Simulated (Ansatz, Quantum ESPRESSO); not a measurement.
## SrCl2 (Fm-3m): the LO frequency by hand

Aim: work out the LO frequency and the static dielectric constant of SrCl2 (Fm-3m) from one linear-response run, then check them.

Calculated with Quantum ESPRESSO 7.5; DFT PBE, scalar-relativistic, plane waves, GBRV ultrasoft pseudopotentials.

**1. The relaxed structure**

The structure is cubic, space group Fm-3m (No. 225). The conventional cell has a = 7.039 Å, b = 7.039 Å, c = 7.039 Å, α = 90.00°, β = 90.00°, γ = 90.00°. Sr has 8 Cl at 3.05 Å nearest. Nearest to Cl lie 4 Sr at 3.05 Å. Farther neighbours and most contacts between anions are not listed.

This is the cell after its relaxation at this level of theory, not the database cell from which that began.

**2. What the response run gave**

A linear-response run on the relaxed cell, with the response to an electric field; only its zone-centre results are used. Cutoff 40 Ry, k mesh 6×6×6.

Log:

```text
[banners, grids, parts of the stress and lines that vanish by symmetry left out]
Program PHONON v.7.5
     Reading xml data from directory:

[...]
Exchange-correlation= PBE
                           (   1   4   3   4   0   0   0)
[...]
kinetic-energy cut-off    =      40.0000  Ry
     charge density cut-off    =     240.0000  Ry
     convergence threshold     =      1.0E-18
[...]
Exchange-correlation= PBE
                           (   1   4   3   4   0   0   0)
[...]
q = (   0.0000000   0.0000000   0.0000000 )
     49 Sym.Ops. (with q -> -q+G )
     G cutoff = 1075.7255  (  36853 G-vectors)     FFT grid: ( 48, 48, 48)
     G cutoff =  717.1504  (  20107 G-vectors)  smooth grid: ( 40, 40, 40)
     number of k points=    16
[...]
Mode symmetry, O_h (m-3m)  point group:
[...]
Dielectric constant
[...]
End of electric fields calculation
          Dielectric constant in cartesian axis
          (       2.880697984      -0.000000000       0.000000000 )
          (      -0.000000000       2.880697984       0.000000000 )
          (       0.000000000       0.000000000       2.880697984 )
          Effective charges (d Force / dE) in cartesian axis without acoustic sum rule applied (asr)
           atom    1  Sr    Mean Z*:        2.49648
      Ex  (        2.49648        0.00000        0.00000 )
      Ey  (        0.00000        2.49648       -0.00000 )
      Ez  (       -0.00000       -0.00000        2.49648 )
           atom    2  Cl    Mean Z*:       -1.24944
      Ex  (       -1.24944        0.00000        0.00000 )
      Ey  (        0.00000       -1.24944       -0.00000 )
      Ez  (        0.00000       -0.00000       -1.24944 )
           atom    3  Cl    Mean Z*:       -1.24944
      Ex  (       -1.24944        0.00000        0.00000 )
      Ey  (        0.00000       -1.24944       -0.00000 )
      Ez  (        0.00000        0.00000       -1.24944 )
          Effective charges Sum: Mean:       -0.00239
[...]
Effective charges (d Force / dE) in cartesian axis with asr applied:
           atom    1  Sr    Mean Z*:        2.49728
[...]
atom    2  Cl    Mean Z*:       -1.24864
[...]
atom    3  Cl    Mean Z*:       -1.24864
[...]
Representation #   1 modes #   1   2   3
[...]
End of self-consistent calculation
     Convergence has been achieved
     Representation #   2 modes #   4   5   6
[...]
End of self-consistent calculation
     Convergence has been achieved
     Representation #   3 modes #   7   8   9
[...]
End of self-consistent calculation
     Convergence has been achieved
[...]
Dielectric constant in cartesian axis
          (       2.880697984      -0.000000000       0.000000000 )
          (      -0.000000000       2.880697984       0.000000000 )
          (       0.000000000       0.000000000       2.880697984 )
          Effective charges (d Force / dE) in cartesian axis without acoustic sum rule applied (asr)
           atom    1  Sr    Mean Z*:        2.49648
      Ex  (        2.49648        0.00000        0.00000 )
      Ey  (        0.00000        2.49648       -0.00000 )
      Ez  (       -0.00000       -0.00000        2.49648 )
           atom    2  Cl    Mean Z*:       -1.24944
      Ex  (       -1.24944        0.00000        0.00000 )
      Ey  (        0.00000       -1.24944       -0.00000 )
      Ez  (        0.00000       -0.00000       -1.24944 )
           atom    3  Cl    Mean Z*:       -1.24944
      Ex  (       -1.24944        0.00000        0.00000 )
      Ey  (        0.00000       -1.24944       -0.00000 )
      Ez  (        0.00000        0.00000       -1.24944 )
          Effective charges Sum: Mean:       -0.00239
[...]
Effective charges (d Force / dE) in cartesian axis with asr applied:
           atom    1  Sr    Mean Z*:        2.49728
[...]
atom    2  Cl    Mean Z*:       -1.24864
[...]
atom    3  Cl    Mean Z*:       -1.24864
[...]
q = (    0.000000000   0.000000000   0.000000000 )
[...]
freq (    1) =       0.068103 [THz] =       2.271675 [cm-1]
     freq (    2) =       0.068103 [THz] =       2.271675 [cm-1]
     freq (    3) =       0.068103 [THz] =       2.271675 [cm-1]
     freq (    4) =       3.771801 [THz] =     125.813731 [cm-1]
     freq (    5) =       3.771801 [THz] =     125.813731 [cm-1]
     freq (    6) =       3.771801 [THz] =     125.813731 [cm-1]
     freq (    7) =       5.126391 [THz] =     170.997990 [cm-1]
     freq (    8) =       5.126391 [THz] =     170.997990 [cm-1]
     freq (    9) =       5.126391 [THz] =     170.997990 [cm-1]
[...]
Mode symmetry, O_h (m-3m)  point group:
     freq (   1-   3) =          2.3  [cm-1]   --> T_1u G_15  G_4- I
     freq (   4-   6) =        125.8  [cm-1]   --> T_1u G_15  G_4- I
     freq (   7-   9) =        171.0  [cm-1]   --> T_2g G_25' G_5+ R

   JOB DONE.
```

| quantity | value |
| --- | --- |
| cell volume Ω (Å³) | 87.200 |
| mass of Sr (u) | 87.620 |
| mass of Cl (u) | 35.450 |
| Born charge of Sr, raw (e) | 2.497 |
| Born charge of Cl, raw (e) | -1.249 |
| ε∞ | 2.881 |
| ω(TO) after the sum rule (cm⁻¹) | 125.8 |

**3. The calculation**

The charges must sum to zero over the cell; taking off their mean, -0.001 e, leaves Z* = 2.497 e on Sr. In the polar mode Sr moves against the two Cl, so the reduced mass is μ = 87.62 × 70.90 / 158.52 = 39.189 u.

A longitudinal wave builds up a field that adds to the restoring force: ω(LO)² = ω(TO)² + 4π Z*² / (μ Ω ε∞), in Hartree atomic units. With μ = 71437 electron masses and Ω = 588.46 bohr³ the second term is 6.4714e-07 Ha², or 31172 cm⁻² (1 Ha = 219474.6 cm⁻¹).

So ω(LO) = √(15826 + 31172) = 216.8 cm⁻¹, and by the Lyddane-Sachs-Teller relation ε₀ = ε∞ (ω(LO)/ω(TO))² = 8.55.

**4. Check against the program**

The analysis program adds the same non-analytic term to the full matrix, here for q along (1 0 0).

Log:

```text
[banners, grids, parts of the stress and lines that vanish by symmetry left out]
[banner, memory and clock lines left out]
Program DYNMAT v.7.5

     Reading Dynamical Matrix from file g.dyn
     ...Force constants read
     ...epsilon and Z* read

     Polarizability (A^3 units)
     multiply by 0.614666 for Clausius-Mossotti correction
        13.050512   -0.000000    0.000000
        -0.000000   13.050512    0.000000
         0.000000    0.000000   13.050512

     IR activities are in (D/A)^2/amu units

# mode   [cm-1]    [THz]      IR
    1     -0.00   -0.0000    0.0000
    2      0.00    0.0000    0.0000
[...]
8    171.02    5.1272    0.0000
    9    216.79    6.4993    3.6714

[end of the log left out, with the tail of the file of modes that dynmat.x writes under the same name]
```

ε₀ comes from the program's run without a direction of q.

| quantity | by hand | program |
| --- | --- | --- |
| ω(LO) (cm⁻¹) | 216.8 | 216.8 |
| ε₀ | 8.55 | 8.55 |

**5. What came out**

```yaml
to_mode: 125.8 cm⁻¹
lo_mode: 216.8 cm⁻¹
static_dielectric_constant: 8.555
```

What this shows: The LO mode of SrCl2 (Fm-3m) lies at 217 cm⁻¹, 91 cm⁻¹ above the TO mode; the formula meets the program within 0.1 cm⁻¹, as it must for a cubic crystal with one polar mode. ω(LO)² − ω(TO)² goes with Z*²/ε∞: an error of 5 % in ε∞ would move the LO mode by 3.5 cm⁻¹, and semilocal functionals tend to overestimate ε∞. These are harmonic values at zero temperature, at the volume of this functional, for the structure held cubic; stability elsewhere in the zone is no part of this calculation.

[Host names and launcher messages were left out of these logs when they were recorded.]

[Logs are printed without paths, hosts, clocks, repeated set-up lines and the standing remarks that a program may print on its own settings, such as how far it seeks lower states.]

[Hosts, paths, dates, database ids (printed as entryN), source tags and the programs' standing remarks are cut or masked in the printed files.]
